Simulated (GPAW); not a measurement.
**CaHI (P4/nmm): one start, several treatments of the self-energy**

How much does the gap of CaHI (P4/nmm) depend on the approximation to the self-energy?

Program: GPAW 26.7.0. Level of theory: LDA and many-body steps on it, plane waves. Results are calculated unless marked as measured.

**1. The structure**

It takes space group P4/nmm (No. 129, tetragonal). The conventional cell has a = 4.071 Å, b = 4.071 Å, c = 8.941 Å, α = 90.00°, β = 90.00°, γ = 90.00°. Nearest to Ca lie 4 H at 2.49 Å and 4 I at 3.23 Å. Nearest to H lie 4 Ca at 2.49 Å. Nearest to I lie 4 Ca at 3.23 Å. Farther neighbours and most contacts between anions are not listed.

As a file:

```xyz
6
Lattice="4.0710 0.0000 0.0000 0.0000 4.0710 0.0000 0.0000 0.0000 8.9410" Properties=species:S:1:pos:R:3 pbc="T T T"
Ca    0.0000    2.0355    1.4306
Ca    2.0355    0.0000    7.5104
H     0.0000    0.0000    0.0000
H     2.0355    2.0355    0.0000
I     0.0000    2.0355    6.0352
I     2.0355    0.0000    2.9058
```

The cell and positions come from the Crystallography Open Database and are kept as given unless a step says otherwise. Spin-orbit coupling is left out unless a step names it.

**2. Empty states on the mesh, 4×4×1 mesh, 508 bands**

This step: GPAW 26.7.0; DFT, LDA, plane waves, PAW.

The sums over transitions need many empty states on a uniform mesh; this step solves for them.

File run.py:

```python
import json
import numpy as np
from gpaw.mpi import world
from gpaw import GPAW

calc = GPAW('gs.gpw').fixed_density(kpts={'size': (4, 4, 1), 'gamma': True},
    parallel={'domain': 1, 'band': 1},
    txt='nscf.txt')
calc.diagonalize_full_hamiltonian(nbands=508)
calc.write('full.gpw', mode='all')
res = {}
kpts = calc.get_ibz_k_points()
res['kpts'] = kpts
res['eigenvalues'] = [calc.get_eigenvalues(kpt=k) for k in range(len(kpts))]
res['n_electrons'] = calc.get_number_of_electrons()

if world.rank == 0:
    with open('result.json', 'w') as f:
        json.dump(res, f, default=lambda x: x.tolist())
```

Started as:

```bash
mpirun -n 4 gpaw python run.py
```

Numbers of over 12 decimals in the logs are rounded to 6 here.

What it wrote:

```text
Diagonalizing LCAO Hamiltonian
Converting LCAO to pw mode
convergence criteria:
- Maximum integral of absolute [eigenst]ate change: 4e-08 eV^2 / valence electron
maximum number of iterations: 100

SCF iterations
|iter     |     time |      energy | eigst |  dens |
|iter:   1|  |             | +1.32 |       |
|iter:   2|  |             | +0.47 |       |
|iter:   3|  |             | -0.35 |       |
[...]
|iter:  48|  |             | -4.39 |       |
|iter:  49|  |             | -4.46 |       |
[... further lines of this kind ...]
|iter:  84|  |             | -7.42c|       |
SCF steps: 84
  __  _  _
 | _ |_)|_||  |
 |__||  | ||/\| - 26.7.0

Input parameters:
  mode=PW(ecut=600.0),
  convergence={'density': 1e-06, 'bands': -3},
  gpts=array([24, 24, 54]),
  kpts=MonkhorstPack(size=(4, 4, 1), gamma=True),
  maxiter=100,
  nbands=27,
  occupations=Occupations(name='fermi-dirac', width=0.001, fixmagmom=False),
  parallel={'domain': 1, 'band': 1},
  xc=XC(name='LDA')
Matrix size: 4975x4975
# Writing to full.gpw (mode='all')
  [... matrices ...]

timing:  # [seconds]
  Total: 206.473  # ━━━━━━━━━━━━━━━━━━━━━━━━━━━━━━━━━━━━━━━━━━━━━━━━━━━━━━━━━
```

Elapsed: 3.9 min, on 4 MPI ranks of Arm Neoverse V2, shared host; peak memory 7 GiB.

This step gave:

- gap: 3.149 eV
- k of the valence top: 0, 0, 0
- k of the conduction bottom: 0.5, 0.5, 0
- least direct gap: 3.269 eV
- k points computed: 6
- lowest point of the top converged band, above the valence top: 121.0378 eV

On this mesh the gap is 3.149 eV.

**3. G0W0, Godby-Needs plasmon pole**

Now the one-shot GW correction: screening in the RPA, then the self-energy of the levels asked for.

This step: G0W0 on LDA, plane waves, PAW.

File run.py:

```python
import json
import numpy as np
from gpaw.mpi import world
from gpaw.response.g0w0 import G0W0

gw = G0W0('full.gpw',
    filename='gw',
    kpts=[0, 5],
    bands=(16, 20),
    ecut=78,
    nbands=231,
    integrate_gamma='WS',
    ppa=True)
gw.calculate()
res = {mode: {k: v for k, v in r.items() if k != 'sigma_eskwn'}
       for mode, r in gw.all_results.items()}

if world.rank == 0:
    with open('result.json', 'w') as f:
        json.dump(res, f, default=lambda x: x.tolist())
```

Started as:

```bash
mpirun -n 4 gpaw python run.py
```

What it wrote:

```text
Using integrator: PointIntegrator
FrequencyGridDescriptor(from 0.000+0.000j to 0.000+27.211j eV, 2 points)
Nonperiodic BCs:  [False False False]
Using integrator: PointIntegrator
FrequencyGridDescriptor(from 0.000+0.000j to 0.000+27.211j eV, 2 points)
Nonperiodic BCs:  [False False False]
  ___  _ _ _
 |   || | | |
 | | || | | |
 |__ ||_____|
 |___|

BZ k-points: Symmetries present (total): 8

  [... matrices ...]
16 k-points: 4 x 4 x 1 Monkhorst-Pack grid + [1/8,1/8,0.000000]
6 k-points in the irreducible part of the Brillouin zone
       k-points in crystal coordinates                weights
   0:     0.00000000    0.00000000    0.00000000          1/16
   1:     0.25000000    0.00000000    0.00000000          4/16
   2:     0.25000000    0.25000000    0.00000000          4/16
   3:     0.50000000    0.00000000    0.00000000          2/16
   4:     0.50000000    0.25000000    0.00000000          4/16
   5:     0.50000000    0.50000000    0.00000000          1/16

Distributing spins, k-points and bands (1 x 2 x 4) over 4 processes
Number of blocks: 1

Quasi particle states:
k-points (IBZ indices): [0, 5]
Band range: (16, 20)
  [... matrices ...]
Computational parameters:
Plane wave cut-off: 78 eV
Number of bands: 231
Coulomb cutoff: None
Broadening: 0.1 eV

fxc modes: GW
Kernel: RPA
Using Godby-Needs plasmon-pole approximation:
  Fitting energy: i*E0, E0 = 1.000 Hartree
Summing all q:

Calculating screened Coulomb potential
No Coulomb truncation
FrequencyGridDescriptor(from 0.000+0.000j to 0.000+27.211j eV, 2 points)
Removing empty qpoint cache files...

Calculating chi0 body with:
    Ground state adapter containing:
    Number of spins: 1
    Number of kpoints: 16
    Number of irreducible kpoints: 6
    Number of completely occupied states: 18
    Number of partially occupied states: 18
    Occupied states memory: 8.54296875 M / cpu

    Linear response parametrization:
    q_c: [0.0, 0.0, 0.0]
    Number of frequency points: 2
    Planewave cutoff: 78.0
    Number of bands: 231
    Number of planewaves: 229
    Broadening (eta): 1e-06
    comm.size: 4
    kncomm.size: 4
    blockcomm.size: 1

    Memory estimate of potentially large arrays:
        chi0_wGG: 1.600372 M / cpu
Integrating chi0 body.

Symmetries of q_c:
    Direct symmetries (Uq -> q): 8
    Indirect symmetries (TUq -> q): 8
In total 16 allowed symmetries.

  [... matrices ...]
6 groups of equivalent kpoints. 62.5% reduction.

Integral kind: response function
Integrating chi0 head and wings.

Symmetries of q_c:
    Direct symmetries (Uq -> q): 8
    Indirect symmetries (TUq -> q): 8
In total 16 allowed symmetries.

  [... matrices ...]
6 groups of equivalent kpoints. 62.5% reduction.

Integral kind: response function wings

Calculating chi0 body with:
    Ground state adapter containing:
    Number of spins: 1
    Number of kpoints: 16
    Number of irreducible kpoints: 6
    Number of completely occupied states: 18
    Number of partially occupied states: 18
    Occupied states memory: 8.54296875 M / cpu

    Linear response parametrization:
[... the further q-points ...]

Results:
f:      Occupation numbers
eps:     KS-eigenvalues [eV]
vxc:     KS vxc [eV]
exx:     Exact exchange [eV]
sigma:   Self-energies [eV]
dsigma:  Self-energy derivatives
Z:       Renormalization factors
qp:      QP-energies [eV]

k-point 0 (0): (0.000, 0.000, 0.000)                GW
band       f     eps     vxc     exx   sigma  dsigma       Z      qp
                                                                   GW
  16   1.000   1.956 -15.055 -17.533   1.695  -0.241   0.806   1.325
  17   1.000   2.460 -11.106 -13.424   1.390  -0.274   0.785   1.732
  18   0.000   5.729 -12.435  -6.500  -3.998  -0.232   0.812   7.302
  19   0.000   6.273 -11.159  -5.598  -3.972  -0.227   0.815   7.568

k-point 1 (5): (0.500, 0.500, 0.000)                GW
band       f     eps     vxc     exx   sigma  dsigma       Z      qp
                                                                   GW
  16   1.000   1.484 -10.937 -14.328   2.086  -0.293   0.774   0.475
  17   1.000   1.484 -10.937 -14.328   2.086  -0.293   0.774   0.475
  18   0.000   5.609 -10.090  -5.205  -3.713  -0.218   0.821   6.571
  19   0.000   5.609 -10.090  -5.205  -3.713  -0.218   0.821   6.571
```

The job ended after 64 s (4 MPI ranks; peak memory 1.8 GiB).

This step gave:

- G0W0 gap on the points computed: 4.839 eV
- least direct G0W0 gap on the computed points: 5.569 eV
- Z at the valence top: 0.7849
- Z at the conduction bottom: 0.8208
- starting gap on the mesh: 3.149 eV
- k of the valence top: 0, 0, 0
- k of the conduction bottom: 0.5, 0.5, 0

The gap on the mesh goes from 3.15 eV to 4.84 eV, a correction of +1.69 eV.

**4. One-shot HSE06**

This step: one-shot HSE06 levels on LDA orbitals, plane waves, PAW.

File run.py:

```python
import json
import numpy as np
from gpaw.mpi import world
from gpaw.hybrids.eigenvalues import non_self_consistent_eigenvalues

dft, vxc, vxc_hyb = non_self_consistent_eigenvalues('full.gpw', 'HSE06', 16, 20, kpt_indices=[0, 5])
res = {'dft': dft[0], 'hybrid': (dft - vxc + vxc_hyb)[0]}
if world.rank == 0:
    with open('hybrid.txt', 'w') as f:
        for k, e0, e1 in zip([0, 5], res['dft'], res['hybrid']):
            print(k, ' '.join(f'{x:9.4f}' for x in e0), '|', ' '.join(f'{x:9.4f}' for x in e1), file=f)

if world.rank == 0:
    with open('result.json', 'w') as f:
        json.dump(res, f, default=lambda x: x.tolist())
```

Started as:

```bash
mpirun -n 4 gpaw python run.py
```

What it wrote:

```text
IBZ(<points: 6, symmetries: 8>)
Occupied bands: 18
Transforming wave functions from IBZ to BZ: 0.023 seconds
Distributing wave functions and iFFT-ing to real space: 0.097 seconds
Calculating eigenvalues:
  k-points: 2
  Bands: 16-19 (inclusive)
  Seconds: 0.639 (wave-function broadcasting: 0.015 seconds)
HSE06-eigenvalue shifts:
  min: -0.720 eV
  ave: 0.178 eV
  max: 1.038 eV
```

It took 3.2 s on 4 MPI ranks; peak memory 0.85 GiB; 12 s of CPU time.

Numbers from this step:

```
starting gap on the mesh                       : 3.149 eV
hybrid gap on the mesh                         : 4.462 eV
least direct hybrid gap on the computed points : 4.786 eV
```

**5. G0W0, extrapolated in the cutoff**

This step: G0W0 on LDA, plane waves, PAW.

File run.py:

```python
import json
import numpy as np
from gpaw.mpi import world
from gpaw.response.g0w0 import G0W0

gw = G0W0('full.gpw',
    filename='gw',
    kpts=[0, 5],
    bands=(16, 20),
    ecut=130.0,
    integrate_gamma='WS',
    ppa=True,
    ecut_extrapolation=True)
gw.calculate()
res = {mode: {k: v for k, v in r.items() if k != 'sigma_eskwn'}
       for mode, r in gw.all_results.items()}

if world.rank == 0:
    with open('result.json', 'w') as f:
        json.dump(res, f, default=lambda x: x.tolist())
```

Started as:

```bash
mpirun -n 4 gpaw python run.py
```

What it wrote:

```text
Using integrator: PointIntegrator
FrequencyGridDescriptor(from 0.000+0.000j to 0.000+27.211j eV, 2 points)
Nonperiodic BCs:  [False False False]
Using integrator: PointIntegrator
FrequencyGridDescriptor(from 0.000+0.000j to 0.000+27.211j eV, 2 points)
Nonperiodic BCs:  [False False False]
  ___  _ _ _
 |   || | | |
 | | || | | |
 |__ ||_____|
 |___|

BZ k-points: Symmetries present (total): 8

  [... matrices ...]
16 k-points: 4 x 4 x 1 Monkhorst-Pack grid + [1/8,1/8,0.000000]
6 k-points in the irreducible part of the Brillouin zone
       k-points in crystal coordinates                weights
   0:     0.00000000    0.00000000    0.00000000          1/16
   1:     0.25000000    0.00000000    0.00000000          4/16
   2:     0.25000000    0.25000000    0.00000000          4/16
   3:     0.50000000    0.00000000    0.00000000          2/16
   4:     0.50000000    0.25000000    0.00000000          4/16
   5:     0.50000000    0.50000000    0.00000000          1/16

Distributing spins, k-points and bands (1 x 2 x 4) over 4 processes
Number of blocks: 1

Quasi particle states:
k-points (IBZ indices): [0, 5]
Band range: (16, 20)
  [... matrices ...]
Computational parameters:
Extrapolating to infinite plane wave cut-off using points at:
  112.031 eV
  120.183 eV
  130.000 eV
Number of bands: 498
Coulomb cutoff: None
Broadening: 0.1 eV

fxc modes: GW
Kernel: RPA
Using Godby-Needs plasmon-pole approximation:
  Fitting energy: i*E0, E0 = 1.000 Hartree
Summing all q:

Calculating screened Coulomb potential
No Coulomb truncation
FrequencyGridDescriptor(from 0.000+0.000j to 0.000+27.211j eV, 2 points)
Removing empty qpoint cache files...

Calculating chi0 body with:
    Ground state adapter containing:
    Number of spins: 1
    Number of kpoints: 16
[...]
kncomm.size: 4
    blockcomm.size: 1

    Memory estimate of potentially large arrays:
        chi0_wGG: 7.906525 M / cpu
Integrating chi0 body.

Symmetries of q_c:
    Direct symmetries (Uq -> q): 8
    Indirect symmetries (TUq -> q): 8
In total 16 allowed symmetries.

  [... matrices ...]
6 groups of equivalent kpoints. 62.5% reduction.

Integral kind: response function
Integrating chi0 head and wings.

Symmetries of q_c:
    Direct symmetries (Uq -> q): 8
    Indirect symmetries (TUq -> q): 8
In total 16 allowed symmetries.

  [... matrices ...]
6 groups of equivalent kpoints. 62.5% reduction.

Integral kind: response function wings

Calculating chi0 body with:
    Ground state adapter containing:
    Number of spins: 1
    Number of kpoints: 16
    Number of irreducible kpoints: 6
    Number of completely occupied states: 18
    Number of partially occupied states: 18
    Occupied states memory: 8.54296875 M / cpu

    Linear response parametrization:
[... the further q-points ...]
Extrapolating selfenergy to infinite energy cutoff:
  Performing linear fit to 3 points
  Minimum R^2 = 0.9260. (R^2 Should be close to 1)
  [... matrices ...]
Results:
f:      Occupation numbers
eps:     KS-eigenvalues [eV]
vxc:     KS vxc [eV]
exx:     Exact exchange [eV]
sigma:   Self-energies [eV]
dsigma:  Self-energy derivatives
Z:       Renormalization factors
qp:      QP-energies [eV]

k-point 0 (0): (0.000, 0.000, 0.000)                GW
band       f     eps     vxc     exx   sigma  dsigma       Z      qp
                                                                   GW
  16   1.000   1.956 -15.055 -17.533   1.186  -0.245   0.803   0.918
  17   1.000   2.460 -11.106 -13.424   1.009  -0.280   0.781   1.438
  18   0.000   5.729 -12.435  -6.500  -4.237  -0.236   0.809   7.102
[...]
k-point 1 (5): (0.500, 0.500, 0.000)                GW
band       f     eps     vxc     exx   sigma  dsigma       Z      qp
                                                                   GW
[...]
18   0.000   5.609 -10.090  -5.205  -3.883  -0.221   0.819   6.429
  19   0.000   5.609 -10.090  -5.205  -3.883  -0.221   0.819   6.429
```

The job ended after 6.1 min (4 MPI ranks; peak memory 3 GiB; 24 min of CPU time).

Numbers from this step:

| Item | Value |
| --- | --- |
| quasiparticle gap on the points computed | 4.991 eV |
| least direct quasiparticle gap on the computed points | 5.665 eV |
| Z at the valence top | 0.7815 |
| Z at the conduction bottom | 0.8189 |
| starting gap on the mesh | 3.149 eV |
| k of the valence top | 0, 0, 0 |
| k of the conduction bottom | 0.5, 0.5, 0 |
| gaps at the cutoffs of the extrapolation | 4.897, 4.906, 4.916 eV |

Against G0W0 in GPAW (4×4×1 mesh, 231 bands, screening to 78 eV, Godby-Needs plasmon pole), the gap moves by +0.153 eV.

**6. One-shot Hartree-Fock**

This step: one-shot Hartree-Fock levels on LDA orbitals, plane waves, PAW.

File run.py:

```python
import json
import numpy as np
from gpaw.mpi import world
from gpaw.hybrids.eigenvalues import non_self_consistent_eigenvalues

dft, vxc, vxc_hyb = non_self_consistent_eigenvalues('full.gpw', 'EXX', 16, 20, kpt_indices=[0, 5])
res = {'dft': dft[0], 'hybrid': (dft - vxc + vxc_hyb)[0]}
if world.rank == 0:
    with open('hybrid.txt', 'w') as f:
        for k, e0, e1 in zip([0, 5], res['dft'], res['hybrid']):
            print(k, ' '.join(f'{x:9.4f}' for x in e0), '|', ' '.join(f'{x:9.4f}' for x in e1), file=f)

if world.rank == 0:
    with open('result.json', 'w') as f:
        json.dump(res, f, default=lambda x: x.tolist())
```

Started as:

```bash
mpirun -n 4 gpaw python run.py
```

What it wrote:

```text
IBZ(<points: 6, symmetries: 8>)
Occupied bands: 18
Transforming wave functions from IBZ to BZ: 0.023 seconds
Distributing wave functions and iFFT-ing to real space: 0.096 seconds
Calculating eigenvalues:
  k-points: 2
  Bands: 16-19 (inclusive)
  Seconds: 0.729 (wave-function broadcasting: 0.014 seconds)
HSE06-eigenvalue shifts:
  min: -3.391 eV
  ave: 1.211 eV
  max: 5.935 eV
```

Run time: 3.1 s. Hardware: 4 MPI ranks; peak memory 0.95 GiB.

This step gave:

```
starting gap on the mesh                       : 3.149 eV
hybrid gap on the mesh                         : 10.35 eV
least direct hybrid gap on the computed points : 11.52 eV
```

**7. G0W0, full frequency, Hilbert transform**

This step: G0W0 on LDA, plane waves, PAW.

File run.py:

```python
import json
import numpy as np
from gpaw.mpi import world
from gpaw.response.g0w0 import G0W0

gw = G0W0('full.gpw',
    filename='gw',
    kpts=[0, 5],
    bands=(16, 20),
    ecut=78,
    nbands=231,
    integrate_gamma='WS',
    frequencies={'type': 'nonlinear', 'domega0': 0.1, 'omega2': 15.0},
    eta=0.1,
    nblocksmax=True)
gw.calculate()
res = {mode: {k: v for k, v in r.items() if k != 'sigma_eskwn'}
       for mode, r in gw.all_results.items()}

if world.rank == 0:
    with open('result.json', 'w') as f:
        json.dump(res, f, default=lambda x: x.tolist())
```

Started as:

```bash
mpirun -n 4 gpaw python run.py
```

What it wrote:

```text
Using integrator: PointIntegrator
NonLinearFrequencyDescriptor(from 0.000 to 109.284 eV, 273 points)
Nonperiodic BCs:  [False False False]
Using integrator: PointIntegrator
NonLinearFrequencyDescriptor(from 0.000 to 109.284 eV, 273 points)
Nonperiodic BCs:  [False False False]
  ___  _ _ _
 |   || | | |
 | | || | | |
 |__ ||_____|
 |___|

BZ k-points: Symmetries present (total): 8

  [... matrices ...]
16 k-points: 4 x 4 x 1 Monkhorst-Pack grid + [1/8,1/8,0.000000]
6 k-points in the irreducible part of the Brillouin zone
[...]
GW
  16   1.000   1.956 -15.055 -17.533   1.695  -0.273   0.786   1.341
  17   1.000   2.460 -11.106 -13.424   1.439  -0.311   0.763   1.790
  18   0.000   5.729 -12.435  -6.500  -3.935  -0.285   0.778   7.285
[...]
k-point 1 (5): (0.500, 0.500, 0.000)                GW
band       f     eps     vxc     exx   sigma  dsigma       Z      qp
                                                                   GW
[...]
18   0.000   5.609 -10.090  -5.205  -3.650  -0.255   0.797   6.592
  19   0.000   5.609 -10.090  -5.205  -3.650  -0.255   0.797   6.592
```

The job ended after 2.3 min (4 MPI ranks; peak memory 2.5 GiB).

This step gave:

| Quantity | Value |
| --- | --- |
| G0W0 gap on the points computed | 4.802 eV |
| least direct G0W0 gap on the computed points | 5.494 eV |
| starting gap on the mesh | 3.149 eV |
| k of the valence top | 0, 0, 0 |
| k of the conduction bottom | 0.5, 0.5, 0 |

Against G0W0 in GPAW (4×4×1 mesh, 231 bands, screening to 78 eV, Godby-Needs plasmon pole), the gap moves by −0.036 eV.

**8. The runs together**

Times are wall times on 4 MPI ranks of Arm Neoverse V2, shared host, good to a factor of about two.

| run | mesh | bands | screening cutoff (eV) | DFT gap (eV) | gap on the mesh (eV) | direct (eV) | time |
| --- | --- | --- | --- | --- | --- | --- | --- |
| G0W0, Godby-Needs plasmon pole | 4×4×1 | 231 | 78 | 3.149 | 4.839 | 5.569 | 64 s |
| one-shot HSE06 | 4×4×1 | - | - | 3.149 | 4.462 | 4.786 | 3.2 s |
| G0W0, extrapolated in the cutoff | 4×4×1 | - | 130 | 3.149 | 4.991 | 5.665 | 6.1 min |
| one-shot Hartree-Fock | 4×4×1 | - | - | 3.149 | 10.351 | 11.521 | 3.1 s |
| G0W0, full frequency, Hilbert transform | 4×4×1 | 231 | 78 | 3.149 | 4.802 | 5.494 | 2.3 min |

**9. Results**

```
G0W0, Godby-Needs plasmon pole          : 4.839 eV
one-shot HSE06                          : 4.462 eV
G0W0, extrapolated in the cutoff        : 4.991 eV
one-shot Hartree-Fock                   : 10.351 eV
G0W0, full frequency, Hilbert transform : 4.802 eV
known limits                            : not at the basis limit; no spin-orbit coupling; coarse k mesh
```

One-shot HSE06: −0.377 eV against G0W0, Godby-Needs plasmon pole. G0W0, extrapolated in the cutoff: +0.153 eV against G0W0, Godby-Needs plasmon pole, at other bands or cutoff, so not like for like. One-shot Hartree-Fock: +5.512 eV against G0W0, Godby-Needs plasmon pole. G0W0, full frequency, Hilbert transform: −0.036 eV against G0W0, Godby-Needs plasmon pole. Bare exchange alone opens the gap to 10.35 eV; against G0W0, correlation takes back 5.51 eV. One-shot hybrid levels are evaluated on the LDA orbitals. Bands and cutoff are finite, so the gap is not at the basis limit. The miss can reach some tenths of an eV and take either sign; the mesh is an error of its own. These stock PAW sets were not made for GW; the filled d or f shell of I lies in the frozen core, which bears on start and correction. In the G0W0 runs levels were corrected at 2 k points alone, so a gap called «on the mesh» is the least over those, and an edge elsewhere would be missed. The 4×4×1 mesh is coarse for this cell, which bears on the long-range parts of exchange and screening. Mesh or cutoff lie under what a gap needs, so these runs test behaviour and cost; their gaps are not to be quoted. The many-body steps are scalar-relativistic: spin-orbit coupling is not in them.

[Paths, hosts, dates, memory and timing lines, banners, echoed tables and standing remarks are left out of the program output.]

[Logs are printed without paths, hosts, clocks, repeated set-up lines and the standing remarks that a program may print on its own settings, such as how far it seeks lower states.]

[Runs of the session that timed out or met a known fault of the program may be left out.]

[Hosts, paths, dates, database ids (printed as entryN), source tags and the programs' standing remarks are cut or masked in the printed files.]
